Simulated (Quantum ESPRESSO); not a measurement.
# Optical response of ZnS, part 3 of 3

Wanted: where ZnS starts to absorb, how strongly, and its refractive index. The cell comes from an older database entry, whose edges can differ from later determinations, mostly by under a per cent.

Quantum ESPRESSO 7.5; DFT, PBE, plane waves with norm-conserving potentials (PseudoDojo), scalar-relativistic, independent-particle optical response without local fields and without the non-local commutator.

So far. Step 2 (Ground state): There is a gap, 2.11 eV on this mesh (points off the mesh can give less), so no carriers' term is needed.

The database entry behind the starting cell differs from later determinations by our own check (about 0.1 % short), so it need not match the best structure at ambient conditions.

## (5) Dielectric function

With the density converged, the vertical transitions are summed over the zone.

This step: DFT, PBE, plane waves with norm-conserving potentials (PseudoDojo), scalar-relativistic, independent-particle optical response without local fields and without the non-local commutator (Quantum ESPRESSO 7.5).

Input file epsilon.in:

```
&inputpp
  prefix = 'x'
  outdir = './tmp'
  calculation = 'eps'
/
&energy_grid
  smeartype = 'gauss'
  intersmear = 0.4
  wmin = 0.0
  wmax = 22
  nw = 500
/
```

Command:

```sh
$ mpirun -n 4 epsilon.x -nk 4 -in epsilon.in
```

The log of the run:

```text
[banner, memory and clock lines left out]

     Broadcasting variables...

     IMPORTANT: XC functional enforced from input :
     Exchange-correlation= PBE
                           (   1   4   3   4   0   0   0)
     Any further DFT definition will be discarded

     G-vector sticks info

     Fermi energy [eV] is:  7.30329
     The system is a dielectric...
     metallic system: redefining wmin =     0.000000

     Performing eps calculation...

     xx,yy,zz plasmon frequences [eV] are:    19.137009253   19.137009269   19.137009264
```

Wall time 2.9 s (4 MPI ranks of Arm Neoverse V1, shared host); peak memory 0.05 GiB; 11 s of CPU time.

Numbers from this step:

| Item | Value |
| --- | --- |
| electronic dielectric constant ε∞, mean over x, y and z (by symmetry where fewer were run) | 7.777 |
| main peak of Im epsilon, first axis | 5.955 eV |

Some rows of epsi_x.dat:

```text
# energy grid [eV]     epsi_x  epsi_y  epsi_z
#
    0.176352705    0.015739291    0.015739291    0.015739291
    1.234468938    0.137919055    0.137919055    0.137919055
    2.292585170    0.680317412    0.680317413    0.680317412
    3.350701403    2.174076934    2.174076936    2.174076934
    4.408817635    5.836795184    5.836795186    5.836795184
    5.466933868    9.908256594    9.908256597    9.908256594
    6.525050100   13.640767401   13.640767404   13.640767402
    7.583166333   11.239431490   11.239431494   11.239431490
    8.641282565    6.527250589    6.527250592    6.527250589
    9.699398798    3.788907813    3.788907817    3.788907813
   10.757515030    3.328780561    3.328780565    3.328780561
   11.815631263    2.326061334    2.326061339    2.326061335
   12.873747495    1.938898181    1.938898187    1.938898182
   13.931863727    1.613510729    1.613510734    1.613510729
   14.989979960    0.969247621    0.969247628    0.969247623
   16.048096192    0.848091737    0.848091744    0.848091739
   17.106212425    0.787783617    0.787783624    0.787783620
   18.164328657    0.636821264    0.636821270    0.636821267
   19.222444890    0.698553162    0.698553167    0.698553167
   20.280561122    0.551834547    0.551834549    0.551834553
   21.338677355    0.460293521    0.460293520    0.460293531
```

Values under the direct gap are tails of Lorentzian lines. The Im ε, any direction by photon energy; read off at these points:

```csv
photon energy (eV),"Im ε, any direction"
0.0,0
0.5,0.0459
1.0,0.102
1.5,0.196
2.0,0.572
2.5,0.958
3.0,1.58
3.5,2.47
4.0,5.18
4.5,6.73
5.0,6.64
5.5,10.3
6.0,15.1
6.5,13.9
7.0,8.63
7.5,11.5
8.0,9.96
8.5,6.91
9.0,4.95
9.5,4.30
10.0,3.53
10.5,3.78
11.0,2.89
11.5,2.43
12.0,2.45
12.5,1.97
13.0,1.87
13.5,1.55
14.0,1.55
14.5,1.09
15.0,0.966
15.5,0.896
16.0,0.848
16.5,0.807
17.0,0.790
17.5,0.815
18.0,0.684
18.5,0.631
19.0,0.662
19.5,0.675
20.0,0.537
20.5,0.564
21.0,0.523
21.5,0.448
22.0,0.428
```

Re ε, any direction against photon energy:

```csv
photon energy (eV),"Re ε, any direction"
0,7.78
1,8.01
2,8.93
3,9.83
4,11.3
5,9.66
6,6.28
7,0.841
8,-3.03
9,-3.16
10,-2.05
11,-2.17
12,-1.42
13,-1.34
14,-1.32
15,-0.877
16,-0.523
17,-0.325
18,-0.290
19,-0.0643
20,-0.0632
21,-0.0281
22,0.0859
```

Refractive index n and extinction k against photon energy:

```csv
photon energy (eV),n,k
0,2.79,0
1,2.83,0.0180
2,2.99,0.0956
3,3.15,0.250
4,3.45,0.751
5,3.27,1.01
6,3.36,2.25
7,2.18,1.98
8,1.92,2.59
9,1.17,2.13
10,1.01,1.75
11,0.849,1.70
12,0.841,1.46
13,0.693,1.35
14,0.597,1.29
15,0.462,1.04
16,0.486,0.872
17,0.515,0.768
18,0.476,0.718
19,0.548,0.604
20,0.489,0.550
21,0.498,0.525
22,0.511,0.419
```

The reflectivity at normal incidence, any direction has structure finer than the step of the table below, so its rows give means over 1 eV, whole bins alone (the curve runs from 0 to 22 eV). Peaks (eV: height): 6.5: 47.6, 8.9: 51.5, 11.2: 46.3, 12.4: 44.1, 14.2: 47.2, 19.7: 25.1.

Table of reflectivity at normal incidence, any direction by photon energy; means over each step:

```csv
photon energy (eV),"reflectivity at normal incidence, any direction (%)"
1,22.9
2,24.8
3,27.4
4,31.5
5,33.9
6,43.2
7,41.2
8,47.9
9,48.9
10,43.7
11,45.0
12,41.2
13,41.6
14,43.4
15,42.2
16,34.8
17,28.9
18,28.0
19,21.8
20,22.2
21,20.2
```

Values under the direct gap are tails of Lorentzian lines. Table of loss function −Im 1/ε at q → 0, any direction by energy loss; read off at these points:

```csv
energy loss (eV),"loss function −Im 1/ε at q → 0, any direction"
0.0,0
0.5,7.5e-4
1.0,0.00159
1.5,0.00281
2.0,0.00714
2.5,0.0102
3.0,0.0159
3.5,0.0201
4.0,0.0333
4.5,0.0384
5.0,0.0483
5.5,0.0434
6.0,0.0564
6.5,0.0717
7.0,0.115
7.5,0.0870
8.0,0.0919
8.5,0.116
9.0,0.143
9.5,0.160
10.0,0.212
10.5,0.210
11.0,0.221
11.5,0.278
12.0,0.305
12.5,0.308
13.0,0.354
13.5,0.390
14.0,0.374
14.5,0.461
15.0,0.568
15.5,0.733
16.0,0.854
16.5,0.958
17.0,1.08
17.5,1.10
18.0,1.24
18.5,1.50
19.0,1.50
19.5,1.42
20.0,1.84
20.5,1.77
21.0,1.91
21.5,2.22
22.0,2.25
```

From ε follow the optical constants at some laser and lamp lines:

```csv
wavelength (nm),n,k,R (%),1/α
1550,2.82,0.014,22.6,9.0 µm
1064,2.85,0.022,23.1,3.8 µm
800,2.90,0.036,23.7,1.7 µm
633,2.98,0.085,24.8,589 nm
532,3.04,0.115,25.5,370 nm
365,3.26,0.342,28.6,85 nm
308,3.43,0.771,32.2,32 nm
```

Below the direct gap, k and the depth come from the tails of the Lorentzian lines, not from transitions.

Rows near the edge hang on the gap, which this functional as a rule makes too small, and phonon-assisted absorption is left out.

## (6) Summary of results

```yaml
electronic_dielectric_constant_eps_infinity_mean_over_x_y_and_z_by_symmetry_where_fewer_were_run_independent_particles: 7.78
main_peak_of_im_epsilon_first_axis: 5.95 eV
```

What this shows: At this level (PBE, independent particles) ZnS has ε∞ = 7.78 and n = 2.82 at 1550 nm, and Im ε peaks at 6.0 eV. Distinct maxima of Im ε, read by a parabola through the highest points, lie at 4.68 eV (7.8), 5.95 eV (15) and 7.50 eV (11). Excitons and phonon-assisted transitions are missing, and so are local fields; PBE gaps are as a rule too small, which pulls the onset down and ε∞ up. epsilon.x leaves out the commutator of the non-local potential, so its intensities are off, as a rule too high. The sum runs over mesh points, so small or evenly spaced maxima can still be ripples of the mesh.

[Machine, clock, banner and «Message from routine» lines are left out of the logs.]

[Logs are printed without paths, hosts, clocks, repeated set-up lines and the standing remarks that a program may print on its own settings, such as how far it seeks lower states.]

[Hosts, paths, dates, database ids (printed as entryN), source tags and the programs' standing remarks are cut or masked in the printed files.]
